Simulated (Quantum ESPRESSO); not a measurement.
# LiCl: optical spectrum from first principles, part 3 of 3

Aim: the dielectric function of LiCl, and the optical constants that follow from it. The cell comes from an older database entry, whose edges can differ from later determinations, mostly by under a per cent.

Quantum ESPRESSO 7.5; DFT, PBE, plane waves with norm-conserving potentials (PseudoDojo), scalar-relativistic, independent-particle optical response without local fields and without the non-local commutator.

So far. Step 2 (Ground state): There is a gap, 6.33 eV on this mesh (points off the mesh can give less), so no carriers' term is needed.

The database entry behind the starting cell differs from later determinations by our own check (0.1 to 0.3 % short, probably kX units), so it need not match the best structure at ambient conditions.

## 5. Dielectric function

The spectrum is a sum over vertical transitions between filled and empty bands at the fixed density, so many empty bands are needed.

This step: DFT, PBE, plane waves with norm-conserving potentials (PseudoDojo), scalar-relativistic, independent-particle optical response without local fields and without the non-local commutator (Quantum ESPRESSO 7.5).

File epsilon.in:

```
&inputpp
  prefix = 'x'
  outdir = './tmp'
  calculation = 'eps'
/
&energy_grid
  smeartype = 'gauss'
  intersmear = 0.3
  wmin = 0.0
  wmax = 22
  nw = 500
/
```

Launch:

```
$ mpirun -n 4 epsilon.x -nk 4 -in epsilon.in
```

The log of the run:

```text
[banner, memory and clock lines left out]

     Broadcasting variables...

     IMPORTANT: XC functional enforced from input :
     Exchange-correlation= PBE
                           (   1   4   3   4   0   0   0)
     Any further DFT definition will be discarded

     G-vector sticks info

     Fermi energy [eV] is:  1.66982
     The system is a dielectric...
     metallic system: redefining wmin =     0.000000

     Performing eps calculation...

     xx,yy,zz plasmon frequences [eV] are:    17.948117477   17.948117478   17.948117477
```

The job ended after 1.7 s (4 MPI ranks of Arm Neoverse V2, shared host; peak memory 0.05 GiB).

This step gave:

| Quantity | Value |
| --- | --- |
| electronic dielectric constant ε∞, mean over x, y and z (by symmetry where fewer were run) | 3.756 |
| main peak of Im epsilon, first axis | 9.980 eV |

The Im ε, any direction has structure finer than the step of the table below, so its rows give means over 0.5 eV, whole bins alone (the curve runs from 0 to 22 eV). Peaks (eV: height): 8.02: 5.45, 9.08: 7.30, 9.96: 8.76.

Values under the direct gap are tails of Lorentzian lines. Table of Im ε, any direction by photon energy; means over each step:

| photon energy (eV) | Im ε, any direction |
| --- | --- |
| 0.5 | 0.00430 |
| 1.0 | 0.00877 |
| 1.5 | 0.0136 |
| 2.0 | 0.0189 |
| 2.5 | 0.0252 |
| 3.0 | 0.0327 |
| 3.5 | 0.0421 |
| 4.0 | 0.0545 |
| 4.5 | 0.0717 |
| 5.0 | 0.0977 |
| 5.5 | 0.142 |
| 6.0 | 0.250 |
| 6.5 | 0.702 |
| 7.0 | 2.05 |
| 7.5 | 4.38 |
| 8.0 | 4.80 |
| 8.5 | 5.45 |
| 9.0 | 6.94 |
| 9.5 | 6.07 |
| 10.0 | 8.36 |
| 10.5 | 7.82 |
| 11.0 | 6.51 |
| 11.5 | 5.73 |
| 12.0 | 4.93 |
| 12.5 | 3.49 |
| 13.0 | 2.68 |
| 13.5 | 1.77 |
| 14.0 | 1.39 |
| 14.5 | 1.20 |
| 15.0 | 0.973 |
| 15.5 | 1.21 |
| 16.0 | 0.974 |
| 16.5 | 1.17 |
| 17.0 | 1.15 |
| 17.5 | 1.17 |
| 18.0 | 0.921 |
| 18.5 | 1.01 |
| 19.0 | 1.01 |
| 19.5 | 1.14 |
| 20.0 | 1.04 |
| 20.5 | 0.962 |
| 21.0 | 0.574 |
| 21.5 | 0.401 |

The Re ε, any direction by photon energy:

| photon energy (eV) | Re ε, any direction |
| --- | --- |
| 0 | 3.76 |
| 1 | 3.79 |
| 2 | 3.88 |
| 3 | 4.04 |
| 4 | 4.33 |
| 5 | 4.81 |
| 6 | 5.79 |
| 7 | 7.93 |
| 8 | 6.09 |
| 9 | 4.65 |
| 10 | 2.47 |
| 11 | -1.77 |
| 12 | -2.65 |
| 13 | -2.13 |
| 14 | -1.37 |
| 15 | -0.579 |
| 16 | -0.166 |
| 17 | -0.145 |
| 18 | -0.168 |
| 19 | -0.0110 |
| 20 | -0.227 |
| 21 | -0.441 |
| 22 | -0.115 |

Values under the direct gap are tails of Lorentzian lines. Table of loss function −Im 1/ε at q → 0, any direction by energy loss; read off at these points:

| energy loss (eV) | loss function −Im 1/ε at q → 0, any direction |
| --- | --- |
| 0.00 | 0 |
| 0.50 | 3.0e-4 |
| 1.00 | 6.1e-4 |
| 1.50 | 9.3e-4 |
| 2.00 | 0.00126 |
| 2.50 | 0.00161 |
| 3.00 | 0.00199 |
| 3.50 | 0.00241 |
| 4.00 | 0.00290 |
| 4.50 | 0.00347 |
| 5.00 | 0.00419 |
| 5.50 | 0.00520 |
| 6.00 | 0.00708 |
| 6.50 | 0.0147 |
| 7.00 | 0.0292 |
| 7.50 | 0.0645 |
| 8.00 | 0.0814 |
| 8.50 | 0.0707 |
| 9.00 | 0.0985 |
| 9.50 | 0.109 |
| 10.00 | 0.106 |
| 10.50 | 0.130 |
| 11.00 | 0.148 |
| 11.50 | 0.170 |
| 12.00 | 0.162 |
| 12.50 | 0.183 |
| 13.00 | 0.229 |
| 13.50 | 0.270 |
| 14.00 | 0.364 |
| 14.50 | 0.512 |
| 15.00 | 0.760 |
| 15.17 | 0.921 |
| 15.50 | 0.674 |
| 16.00 | 1.03 |
| 16.50 | 0.808 |
| 17.00 | 0.790 |
| 17.50 | 0.816 |
| 18.00 | 1.11 |
| 18.08 | 1.16 |
| 18.50 | 1.03 |
| 19.00 | 1.02 |
| 19.50 | 0.838 |
| 20.00 | 0.895 |
| 20.50 | 0.791 |
| 21.00 | 1.11 |
| 21.50 | 1.72 |
| 22.00 | 2.85 |

Table of refractive index n and extinction k by photon energy:

| photon energy (eV) | n | k |
| --- | --- | --- |
| 0.0 | 1.94 | 0 |
| 0.5 | 1.94 | 0.00111 |
| 1.0 | 1.95 | 0.00225 |
| 1.5 | 1.95 | 0.00346 |
| 2.0 | 1.97 | 0.00480 |
| 2.5 | 1.99 | 0.00632 |
| 3.0 | 2.01 | 0.00810 |
| 3.5 | 2.04 | 0.0103 |
| 4.0 | 2.08 | 0.0130 |
| 4.5 | 2.13 | 0.0167 |
| 5.0 | 2.19 | 0.0221 |
| 5.5 | 2.28 | 0.0308 |
| 6.0 | 2.41 | 0.0493 |
| 6.5 | 2.60 | 0.131 |
| 7.0 | 2.84 | 0.343 |
| 7.5 | 2.78 | 0.818 |
| 8.0 | 2.66 | 1.00 |
| 8.5 | 2.80 | 0.981 |
| 9.0 | 2.56 | 1.39 |
| 9.5 | 2.40 | 1.10 |
| 10.0 | 2.40 | 1.82 |
| 10.5 | 2.06 | 1.85 |
| 11.0 | 1.54 | 2.03 |
| 11.5 | 1.54 | 1.85 |
| 12.0 | 1.17 | 2.00 |
| 12.5 | 0.938 | 1.87 |
| 13.0 | 0.810 | 1.67 |
| 13.5 | 0.579 | 1.48 |
| 14.0 | 0.537 | 1.29 |
| 14.5 | 0.566 | 1.12 |
| 15.0 | 0.525 | 0.924 |
| 15.5 | 0.678 | 0.967 |
| 16.0 | 0.627 | 0.748 |
| 16.5 | 0.735 | 0.830 |
| 17.0 | 0.746 | 0.837 |
| 17.5 | 0.757 | 0.806 |
| 18.0 | 0.598 | 0.724 |
| 18.5 | 0.702 | 0.691 |
| 19.0 | 0.695 | 0.703 |
| 19.5 | 0.729 | 0.809 |
| 20.0 | 0.658 | 0.812 |
| 20.5 | 0.541 | 0.906 |
| 21.0 | 0.358 | 0.754 |
| 21.5 | 0.311 | 0.611 |
| 22.0 | 0.327 | 0.471 |

The reflectivity at normal incidence, any direction has structure finer than the step of the table below, so its rows give means over 0.5 eV, whole bins alone (the curve runs from 0 to 22 eV). Peaks (eV: height): 9.13: 30.6, 10.93: 42.5, 13.36: 52.7, 15.70: 31.7, 17.81: 25.8, 21.43: 41.0.

The reflectivity at normal incidence, any direction by photon energy; means over each step:

| photon energy (eV) | reflectivity at normal incidence, any direction (%) |
| --- | --- |
| 0.5 | 10.2 |
| 1.0 | 10.3 |
| 1.5 | 10.4 |
| 2.0 | 10.7 |
| 2.5 | 10.9 |
| 3.0 | 11.3 |
| 3.5 | 11.7 |
| 4.0 | 12.3 |
| 4.5 | 13.0 |
| 5.0 | 14.0 |
| 5.5 | 15.3 |
| 6.0 | 17.1 |
| 6.5 | 19.9 |
| 7.0 | 23.5 |
| 7.5 | 25.5 |
| 8.0 | 24.7 |
| 8.5 | 26.7 |
| 9.0 | 29.6 |
| 9.5 | 27.1 |
| 10.0 | 34.6 |
| 10.5 | 36.2 |
| 11.0 | 40.1 |
| 11.5 | 37.6 |
| 12.0 | 44.5 |
| 12.5 | 47.5 |
| 13.0 | 47.1 |
| 13.5 | 50.6 |
| 14.0 | 46.2 |
| 14.5 | 41.2 |
| 15.0 | 33.5 |
| 15.5 | 27.4 |
| 16.0 | 23.4 |
| 16.5 | 20.4 |
| 17.0 | 20.2 |
| 17.5 | 20.7 |
| 18.0 | 21.7 |
| 18.5 | 17.3 |
| 19.0 | 17.0 |
| 19.5 | 19.7 |
| 20.0 | 22.1 |
| 20.5 | 30.8 |
| 21.0 | 38.9 |
| 21.5 | 39.1 |

At chosen wavelengths:

| wavelength (nm) | n | k | R (%) | 1/α |
| --- | --- | --- | --- | --- |
| 1550 | 1.94 | 0.002 | 10.3 | 69 µm |
| 633 | 1.97 | 0.005 | 10.6 | 11 µm |
| 532 | 1.98 | 0.006 | 10.8 | 7.3 µm |
| 450 | 2.00 | 0.007 | 11.1 | 5.0 µm |
| 405 | 2.01 | 0.008 | 11.3 | 3.9 µm |
| 365 | 2.03 | 0.010 | 11.6 | 3.0 µm |
| 308 | 2.08 | 0.013 | 12.3 | 1.9 µm |

Below the direct gap, k and the depth come from the tails of the Lorentzian lines, not from transitions.

## 6. What came out

```
electronic dielectric constant ε∞, mean over x, y and z (by symmetry where fewer were run) (independent particles) : 3.76
main peak of Im epsilon, first axis                                                                                : 9.98 eV
```

At this level (PBE, independent particles) LiCl has ε∞ = 3.76 and n = 1.94 at 1550 nm, and Im ε peaks at 10.0 eV. Distinct maxima of Im ε, read by a parabola through the highest points, lie at 9.09 eV (7.3), 9.98 eV (8.8), 10.75 eV (8.1) and 11.78 eV (5.9). Excitons and phonon-assisted transitions are missing, and so are local fields; PBE gaps are as a rule too small, which pulls the onset down and ε∞ up. epsilon.x leaves out the commutator of the non-local potential, so its intensities are off, as a rule too high. The sum runs over mesh points, so small or evenly spaced maxima can still be ripples of the mesh.

[Machine, clock, banner and «Message from routine» lines are left out of the logs.]

[Logs are printed without paths, hosts, clocks, repeated set-up lines and the standing remarks that a program may print on its own settings, such as how far it seeks lower states.]

[Hosts, paths, dates, database ids (printed as entryN), source tags and the programs' standing remarks are cut or masked in the printed files.]
